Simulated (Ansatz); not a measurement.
**W2NS2 MXene monolayer in a perpendicular field**

Aim: how the W2NS2 MXene monolayer screens a field along its normal, and what the field does to its bands. A positive field points along +c.

Method: plane-wave DFT, PBEsol-D3(BJ), Ansatz PAW, in Ansatz 0.2.0.

This is a report of a sequence of runs, with most program output left out.

### Step 1. Set-up

The cell holds 5 atoms: 2 S, 2 W and 1 N. Cell: a = 3.054 Å, b = 3.054 Å, c = 42.977 Å, α = 90.0°, β = 90.0°, γ = 120.0°. Vacuum lies along c.

### Step 2. Relaxing the slab

The starting cell is a guess, so the in-plane lattice and the atoms are relaxed first, with the slab cut off from its images along the normal.

File input.yaml:

```yaml
crystal:
  lattice:
    - [3.053908, 0.0, 0.0]
    - [-1.526954, 2.6447619088, 0.0]
    - [0.0, 0.0, 42.9772096949]
  atoms:
    - { symbol: S, position: [0.3333333333, 0.6666666667, 0.4304607054] }
    - { symbol: W, position: [0.6666666667, 0.3333333333, 0.4719620994], spin: 1.0 }
    - { symbol: "N", position: [0.0, 0.0, 0.5] }
    - { symbol: W, position: [0.3333333333, 0.6666666667, 0.5280379006], spin: 1.0 }
    - { symbol: S, position: [0.6666666667, 0.3333333333, 0.5695392946] }
  periodic: [true, true, false]
magnetization:
  spin_polarized: true
kpoints:
  mp_grid: { grid: [12, 12, 1] }
hamiltonian:
  xc: pbesol
  dispersion: d3bj
scf:
  occupations: { method: fermi_dirac, width: 0.05 }
  convergence: { dr2_threshold: 1.0e-09 }
relax:
  f_tol: 0.004
  max_steps: 90
  cell: {}
output:
  write_potential: true
  write_density: true
  volumetric_format: npy
```

Started as:

```
$ ansatz run input.yaml --threads 4 --pin off --max-ram 6144MiB --backend cpu --events-out ev --progress --plain --runs-dir out
```

Elapsed: 52 s, on 4 threads of Intel Xeon Platinum 8488C (Sapphire Rapids), shared host; peak memory 0.97 GiB.

Relaxation path:

| step | energy less that of the first step (eV) | largest force component (eV/Å) | volume (Å³) |
| --- | --- | --- | --- |
| 1 | 0.0000 | 3.1526 | 347.12 |
| 2 | -0.4587 | 0.9840 | 344.77 |
| 3 | -0.6285 | 0.0606 | 338.93 |
| 4 | -0.6599 | 0.5789 | 320.00 |
| 5 | -0.6806 | 0.1618 | 325.25 |
| 6 | -0.6820 | 0.0049 | 324.33 |
| 7 | -0.6820 | 0.0003 | 324.31 |
| 8* | -0.6783 | 0.0004 | 324.31 |
| 9 | -0.6784 | 0.0001 | 324.10 |
| 10* | -0.6783 | 0.0001 | 324.10 |

Relaxation steps marked * repeat the geometry before them on a plane-wave basis chosen anew for their cell, so energy and pressure can jump there.

The run keeps the 12 symmetry operations that it works with, so distortions that break them were not tested.

| cell as run | before | after | change |
| --- | --- | --- | --- |
| a (Å) | 3.054 | 2.951 | -3.4 % |
| b (Å) | 3.054 | 2.951 | -3.4 % |

The atoms that moved most (Å, along periodic axes as changes of fractional coordinates times the final cell, across vacuum about the mean position):

| atom | dx | dy | dz | length |
| --- | --- | --- | --- | --- |
| W2 | 0.000 | 0.000 | -0.202 | 0.202 |
| W4 | 0.000 | 0.000 | 0.202 | 0.202 |
| S1 | 0.000 | 0.000 | -0.082 | 0.082 |
| S5 | 0.000 | 0.000 | 0.082 | 0.082 |

The relaxed structure:

```xyz
5
Lattice="2.9509 0.0000 0.0000 -1.4754 2.5555 0.0000 0.0000 0.0000 42.9772" Properties=species:S:1:pos:R:3
S     0.0000    1.7037   18.4180
W     1.4754    0.8518   20.0819
N     0.0000    0.0000   21.4886
W     0.0000    1.7037   22.8953
S     1.4754    0.8518   24.5592
```

This step gave:

| Property | Result |
| --- | --- |
| energy at zero smearing | -22664.7074 eV |

The lattice constant a goes from 3.054 to 2.951 Å.

### Step 3. Single point, field 0

A sawtooth potential applies the field, turning back in the middle of the vacuum. With the dipole correction the typed value is the field outside the slab. The induced dipole is small, so the SCF threshold is tight.

The cell differs from the one that the last finished run ended in (c 42.977 → 24.141 Å).

File input.yaml:

```yaml
crystal:
  lattice:
    - [2.9508910929, 0.0, 0.0]
    - [-1.4754455465, 2.5555466503, 0.0]
    - [0.0, 0.0, 24.1411977526]
  atoms:
    - { symbol: S, position: [0.3333333333, 0.6666666667, 0.3728066889] }
    - { symbol: W, position: [0.6666666667, 0.3333333333, 0.4417295694] }
    - { symbol: "N", position: [0.0, 0.0, 0.5] }
    - { symbol: W, position: [0.3333333333, 0.6666666667, 0.5582704306] }
    - { symbol: S, position: [0.6666666667, 0.3333333333, 0.6271933111] }
kpoints:
  mp_grid: { grid: [18, 18, 1] }
  band_path:
    path: [[0, 0, 0], [0.5, 0, 0], [0.33333333, 0.33333333, 0], [0, 0, 0]]
    npoints: 16
hamiltonian:
  xc: pbesol
  dispersion: d3bj
scf:
  occupations: { method: fermi_dirac, width: 0.05 }
  convergence: { dr2_threshold: 1.0e-10 }
efield:
  axis: 3
  dipole_correction: true
  ramp_position: 0.97
  ramp_width: 0.06
  amplitude: 0
output:
  dos: { projected: true, e_range: [-6, 5] }
  bader: true
  write_potential: true
  write_density: true
  volumetric_format: npy
  elf: true
```

Run time: 14 s. Hardware: 4 threads; peak memory 0.62 GiB; 53 s of CPU time.

This step gave:

| Item | Value |
| --- | --- |
| energy at zero smearing | -22664.7012 eV |
| work function, upper face | 5.001 eV |
| dipole along the normal | -3.40e-7 e·Å |

Running mean over a fixed 2.5 Å (it still follows the layers) of the planar mean; the ramp of the sawtooth is left out. Electron's electrostatic potential energy less the Fermi level against z:

| z (Å) | electron's electrostatic potential energy less the Fermi level (eV) |
| --- | --- |
| 3 | 5.00 |
| 4 | 5.00 |
| 5 | 5.00 |
| 6 | 4.97 |
| 7 | 4.26 |
| 8 | -0.888 |
| 9 | -6.66 |
| 10 | -13.5 |
| 11 | -13.5 |
| 12 | -12.1 |
| 13 | -13.5 |
| 14 | -13.6 |
| 15 | -7.88 |
| 16 | -1.71 |
| 17 | 3.84 |
| 18 | 4.95 |
| 19 | 5.00 |
| 20 | 5.00 |
| 21 | 5.00 |

The density of states has structure finer than the step of the table below, so its rows give means over 0.2 eV, whole bins alone (the curve runs from -6 to 1.99 eV). Peaks (eV: height): -5.26: 10.4, -4.24: 7.42, -3.27: 5.10, -1.89: 17.4, -1.20: 4.08, -0.24: 7.71, 0.04: 5.18.

Density of states against energy, zero at the Fermi level; means over each step:

energy (eV), density of states (states/eV a cell) and a bar from the least value:
```
     -5.8        3.3 ###############
     -5.6        2.8 ############
     -5.4        3.2 ##############
     -5.2        6.0 ##############################
     -5.0        3.7 #################
     -4.8        2.9 ############
     -4.6        1.8 ######
     -4.4        1.4 ####
     -4.2        3.3 ###############
     -4.0        2.5 ###########
     -3.8        2.9 #############
     -3.6        2.7 ###########
     -3.4        2.6 ###########
     -3.2        3.4 ################
     -3.0        2.8 ############
     -2.8        2.6 ###########
     -2.6        2.1 ########
     -2.4        2.1 ########
     -2.2        0.6 
     -2.0        2.1 ########
     -1.8        5.8 #############################
     -1.6        2.3 #########
     -1.4        2.0 #######
     -1.2        2.9 #############
     -1.0        2.1 ########
     -0.8        1.4 ####
     -0.6        1.4 ####
     -0.4        1.7 ######
     -0.2        3.7 #################
      0.0        2.6 ###########
      0.2        1.8 #######
      0.4        2.0 #######
      0.6        1.8 #######
      0.8        2.5 ##########
      1.0        2.6 ###########
      1.2        2.2 #########
      1.4        2.0 #######
      1.6        1.8 ######
      1.8        1.8 ######
```

Projected DOS per atom over height of the atomic layer and energy from the Fermi level. Layers: S W N W S from below.

Ten even steps from '_' (0.04 states/eV) to '@' (1.06 states/eV), each cell a mean:
```
__**__**__
..**__**..
..##..##..
..##::##..
__**..**__
..##::##..
::%%--%%::
..==..==..
::##::##::
::++::++::
%%##==##%%
....__....
====__====
##++__++##
%%==__==%%
%%::::::%%
%%--..--%%
++--__--++
**==__==**
%%@@##@@%%
::++@@++::
==++@@++==
```
Columns: height of the atomic layer (Å) from 9 to 15.1 (not evenly spaced); rows upwards: energy from the Fermi level (eV) from -5.96 to 1.96.

Electronic bands along the path, in eV, zero at the Fermi level:

| point | band 19 | band 20 | band 21 | band 22 | band 23 | band 24 | band 25 | band 26 |
| --- | --- | --- | --- | --- | --- | --- | --- | --- |
| Γ | -2.44 | -0.63 | -0.61 | -0.61 | -0.56 | -0.56 | 0.26 | 0.26 |
| halfway | -2.55 | -2.47 | -1.90 | -1.33 | -0.10 | 0.36 | 1.03 | 1.80 |
| M | -3.26 | -2.91 | -2.04 | -1.82 | 2.29 | 2.86 | 3.03 | 3.08 |
| halfway | -3.86 | -3.59 | -1.70 | -0.63 | 1.34 | 1.80 | 2.35 | 2.50 |
| K | -4.25 | -4.25 | -0.25 | 0.31 | 0.31 | 0.82 | 1.85 | 1.85 |
| halfway | -3.02 | -2.98 | -1.37 | -1.29 | -0.23 | 0.47 | 1.66 | 2.17 |
| Γ | -2.44 | -0.63 | -0.61 | -0.61 | -0.56 | -0.56 | 0.26 | 0.26 |

Electrostatic potential energy in the ca plane at fractional y = 0.333, with atoms of W and S within 0.2 Å of it. With pseudopotentials it is smooth inside the atoms' cores, unlike the true potential.

Ten even steps from '0' (-45 eV) to '9' (8 eV), each cell a mean:
```
99999999999999988862125888877775347999999999
99999999999999999730002689888862224899999999
99999999999999999720001689988861323799999999
99999999999999999740002789888872124899999999
99999999999999988863236888877776557999999999
99999999999999877887778888755688889999999999
99999999999999866788888888643578999999999999
99999999999999877887678888755688889999999999
```
Columns run along c (16.0 Å, from fractional 0.14 to 0.80 of the cell; values clipped at the 3rd and 97th percentile), rows up along a (3.0 Å). Atoms in or near the plane, at fractional coordinates: W at (0.44, 0.67), S at (0.63, 0.67).

Valence density in the ca plane at fractional y = 0.333, with atoms of W and S within 0.2 Å of it. It is the smooth field of the valence electrons, not physical close to the nuclei.

Ten steps, logarithmic in the rise over the least value, from '0' (0.0 e/Å³) to '9' (5.0 e/Å³), each cell a mean:
```
00000000000000001234445788644444445666542100
00000000000000000123347999853333445666653100
00000000000000000122347999953333445654653100
00000000000000000123447999853333445666653100
00000000000000001234455787644444555566542100
00000000000000001345554454445555655444321000
00000000000000001345554444455556765433211000
00000000000000001245554555445555655454321000
```
Columns run along c (16.0 Å, from fractional 0.08 to 0.74 of the cell), rows up along a (3.0 Å). Atoms in or near the plane, at fractional coordinates: W at (0.44, 0.67), S at (0.63, 0.67).

ELF in the ca plane at fractional y = 0.333, with atoms of W and S within 0.2 Å of it. It is the smooth field of the valence electrons, not physical close to the nuclei.

Ten even steps from '0' (0.00) to '9' (0.94), each cell a mean:
```
00000000000012455425652232222368889873100000
00000000000000122246465211233476359986300000
00000000000000011256146211233574039997310000
00000000000000123246565211233477469986200000
00000000000013566534542232222258888863100000
00000000000146788742222564223235554310000000
00000000000257888753323675234322221000000000
00000000000146787742222464223235665320000000
```
Columns run along c (16.0 Å, from fractional 0.14 to 0.80 of the cell), rows up along a (3.0 Å). Atoms in or near the plane, at fractional coordinates: W at (0.44, 0.67), S at (0.63, 0.67).

The work function of the upper face is 5.00 eV.

### Step 4. Single point, field 0.03 V/Å

Changes to input.yaml since step 3:

```diff
@@ -27,6 +27,4 @@
   ramp_width: 0.06
-  amplitude: 0
+  amplitude: 0.03
 output:
-  dos: { projected: true, e_range: [-6, 5] }
-  bader: true
   write_potential: true
@@ -34,2 +32 @@
   volumetric_format: npy
-  elf: true
```

Elapsed: 6.7 s, on 4 threads; peak memory 0.6 GiB.

The dipole is 0.0103 e·Å.

### Step 5. Atoms held, field -0.03 V/Å

Changes to input.yaml since step 4:

```diff
@@ -27,3 +27,3 @@
   ramp_width: 0.06
-  amplitude: 0.03
+  amplitude: -0.03
 output:
```

It took 6.9 s on 4 threads; peak memory 0.59 GiB; 26 s of CPU time.

The dipole is -0.0103 e·Å.

### Step 6. Atoms held, field 0.15 V/Å

Changes to input.yaml since step 5:

```diff
@@ -27,3 +27,3 @@
   ramp_width: 0.06
-  amplitude: -0.03
+  amplitude: 0.15
 output:
```

Elapsed: 6.6 s, on 4 threads; peak memory 0.59 GiB.

The dipole is 0.0517 e·Å.

### Step 7. Single point, field 0.25 V/Å

Changes to input.yaml since step 6:

```diff
@@ -27,3 +27,3 @@
   ramp_width: 0.06
-  amplitude: 0.15
+  amplitude: 0.25
 output:
```

The job ended after 6.8 s (4 threads; peak memory 0.59 GiB).

The dipole is 0.0862 e·Å.

### Step 8. Single point, field -0.25 V/Å

Changes to input.yaml since step 7:

```diff
@@ -27,4 +27,6 @@
   ramp_width: 0.06
-  amplitude: 0.25
+  amplitude: -0.25
 output:
+  dos: { projected: true, e_range: [-6, 5] }
+  bader: true
   write_potential: true
@@ -32 +34,2 @@
   volumetric_format: npy
+  elf: true
```

Wall time 14 s (4 threads); peak memory 0.57 GiB; 55 s of CPU time.

The dipole is -0.0862 e·Å.

### Step 9. Response, atoms held

This step: plane-wave DFT, PBEsol-D3(BJ), Ansatz PAW; response to a field along the normal, atoms held (Ansatz 0.2.0).

The dipoles give the slope, and the difference of two potentials shows where the field is screened.

This step gave:

* equivalent conductor thickness p/(ε₀AE): 8.274 Å
* distance between the outer atoms: 6.141 Å

Table of dipole of the cell by applied field:

| applied field (V/Å) | dipole of the cell (e·Å) |
| --- | --- |
| -0.250 | -0.0862 |
| -0.030 | -0.0103 |
| 0.000 | -3.4e-7 |
| 0.030 | 0.0103 |
| 0.150 | 0.0517 |
| 0.250 | 0.0862 |

Local field over the applied field, running mean. From the potentials at -0.03 and 0.03 V/Å; running mean over 2.5 Å. Local field over applied field against z:

| z (Å) | local field over applied field |
| --- | --- |
| 4.5 | 0.999 |
| 5.0 | 0.996 |
| 5.5 | 0.989 |
| 6.0 | 0.968 |
| 6.5 | 0.915 |
| 7.0 | 0.806 |
| 7.5 | 0.646 |
| 8.0 | 0.468 |
| 8.5 | 0.288 |
| 9.0 | 0.150 |
| 9.5 | 0.0702 |
| 10.0 | 0.0301 |
| 10.5 | 0.0162 |
| 11.0 | 0.0171 |
| 11.5 | 0.00936 |
| 12.0 | -0.00258 |
| 12.5 | 0.00512 |
| 13.0 | 0.0165 |
| 13.5 | 0.0159 |
| 14.0 | 0.0237 |
| 14.5 | 0.0557 |
| 15.0 | 0.122 |
| 15.5 | 0.243 |
| 16.0 | 0.416 |
| 16.5 | 0.597 |
| 17.0 | 0.764 |
| 17.5 | 0.890 |
| 18.0 | 0.957 |
| 18.5 | 0.985 |
| 19.0 | 0.995 |
| 19.5 | 0.998 |
| 20.0 | 0.999 |

Electrons, planar mean, per unit field. Table of induced electron density by z:

| z (Å) | induced electron density (e/Å³ per V/Å) |
| --- | --- |
| 4.5 | 4.8e-6 |
| 5.0 | 1.6e-5 |
| 5.5 | 4.8e-5 |
| 6.0 | 1.4e-4 |
| 6.5 | 4.1e-4 |
| 7.0 | 0.00111 |
| 7.5 | 0.00253 |
| 8.0 | 0.00362 |
| 8.5 | 0.00185 |
| 9.0 | 0.00115 |
| 9.5 | 1.9e-4 |
| 10.0 | -9.7e-4 |
| 10.5 | 8.4e-4 |
| 11.0 | 1.3e-4 |
| 11.5 | -1.5e-4 |
| 12.0 | 4.0e-5 |
| 12.5 | 3.0e-5 |
| 13.0 | 1.9e-4 |
| 13.5 | -0.00107 |
| 14.0 | 6.5e-4 |
| 14.5 | 4.0e-4 |
| 15.0 | -0.00121 |
| 15.5 | -0.00123 |
| 16.0 | -0.00343 |
| 16.5 | -0.00299 |
| 17.0 | -0.00144 |
| 17.5 | -5.5e-4 |
| 18.0 | -1.9e-4 |
| 18.5 | -6.6e-5 |
| 19.0 | -2.1e-5 |
| 19.5 | -6.7e-6 |
| 20.0 | -2.1e-6 |

By hand: between -0.03 and 0.03 V/Å the dipole changes by 0.02069 e·Å, a slope of 0.3448 e·Å²/V. A perfect conductor of thickness t has p = ε₀AEt, so t = 180.95 × 0.3448 / 7.541 = 8.27 Å (e/ε₀ = 180.95 V·Å, A in Å²).

The induced dipole is that of a conductor 8.27 Å thick.

### Step 10. The same run with other settings

This step: plane-wave DFT, PBEsol-D3(BJ), Ansatz PAW (Ansatz 0.2.0).

A run with a changed input: it repeats the earlier run at 0.03 V/Å with efield.amplitude from 0.03 to 0.02 and efield.dipole_correction from true to false.

Changes to input.yaml since step 8:

```diff
@@ -24,9 +24,7 @@
   axis: 3
-  dipole_correction: true
+  dipole_correction: false
   ramp_position: 0.97
   ramp_width: 0.06
-  amplitude: -0.25
+  amplitude: 0.02
 output:
-  dos: { projected: true, e_range: [-6, 5] }
-  bader: true
   write_potential: true
@@ -34,2 +32 @@
   volumetric_format: npy
-  elf: true
```

The job ended after 6.2 s (4 threads; peak memory 0.61 GiB; 24 s of CPU time).

| quantity | this run | earlier run | difference |
| --- | --- | --- | --- |
| dipole along the normal (e·Å) | 0.01049 | 0.01034 | 1.5e-4 |

The applied field differs, and the slope found earlier predicts a dipole of 0.00690 e·Å; this run gives 0.0105 e·Å, 0.0036 e·Å more.

With the dipole correction off, the periodic images add a field of their own to the typed one.

These numbers are not those of the isolated slab.

### Step 11. A changed input: basis.ecutrho_ratio = 8

Another changed input: it repeats the earlier run at 0.03 V/Å with basis.ecutrho_ratio to 8.

Changes to input.yaml since step 10:

```diff
@@ -24,6 +24,6 @@
   axis: 3
-  dipole_correction: false
+  dipole_correction: true
   ramp_position: 0.97
   ramp_width: 0.06
-  amplitude: 0.02
+  amplitude: 0.03
 output:
@@ -32 +32,3 @@
   volumetric_format: npy
+basis:
+  ecutrho_ratio: 8
```

Run time: 6.3 s. Hardware: 4 threads; peak memory 0.7 GiB; 23 s of CPU time.

Numbers from this step:

* energy at zero smearing: -22664.7012 eV
* dipole along the normal: 0.01035 e·Å

The electronic bands at the labelled points (eV, zero at the Fermi level):

| point | band 19 | band 20 | band 21 | band 22 | band 23 | band 24 | band 25 | band 26 |
| --- | --- | --- | --- | --- | --- | --- | --- | --- |
| Γ | -2.44 | -0.63 | -0.61 | -0.61 | -0.56 | -0.56 | 0.26 | 0.26 |
| halfway | -2.55 | -2.47 | -1.90 | -1.33 | -0.10 | 0.36 | 1.03 | 1.80 |
| M | -3.26 | -2.91 | -2.04 | -1.82 | 2.29 | 2.86 | 3.03 | 3.08 |
| halfway | -3.86 | -3.59 | -1.70 | -0.63 | 1.34 | 1.80 | 2.35 | 2.50 |
| K | -4.25 | -4.25 | -0.25 | 0.31 | 0.31 | 0.82 | 1.85 | 1.86 |
| halfway | -3.02 | -2.98 | -1.37 | -1.29 | -0.23 | 0.47 | 1.66 | 2.17 |
| Γ | -2.44 | -0.63 | -0.61 | -0.61 | -0.56 | -0.56 | 0.26 | 0.26 |

| quantity | this run | earlier run | difference |
| --- | --- | --- | --- |
| dipole along the normal (e·Å) | 0.01035 | 0.01034 | 7.8e-6 |

The dipole moves by under 0.5 % or 5e-5 e·Å.

Of the bands kept, 3 cross the Fermi level on this path.

### Step 12. Summary of results

```json
{"gap without field": "none", "work function, upper face": "5.00 eV", "equivalent conductor thickness, atoms held": "8.27 Å"}
```

**Reading.** The induced dipole equals that of a perfect conductor 8.27 Å thick, while the outer atoms lie 6.14 Å apart. There is no gap over 0.03 eV, with or without the field. The first relaxation ran with spin and lost its moment, and the later runs have none; other magnetic states were not tried. Spin-orbit coupling is left out, which matters for the bands of elements this heavy. The MXene's terminations sit over the metal atoms of its far layer; the site over carbon or nitrogen, which some compounds prefer, was not run. With this functional, D3(BJ) tends to leave the relaxed cell short of measured lattice constants, by some per cent.

[Logs are printed without paths, hosts, clocks, repeated set-up lines and the standing remarks that a program may print on its own settings, such as how far it seeks lower states.]

[Hosts, paths, dates, database ids (printed as entryN), source tags and the programs' standing remarks are cut or masked in the printed files.]

[Maps of the electrostatic potential energy from Ansatz leave out the sawtooth potential of an applied field or a dipole correction, so their vacuum need not be flat; planar profiles and work functions include it.]

[The density of states shown here was stored with 400 of the rows of the run's finer table, so its peaks can read low, often by over a quarter, or be missed, and its means over a window can be off by a tenth or more.]
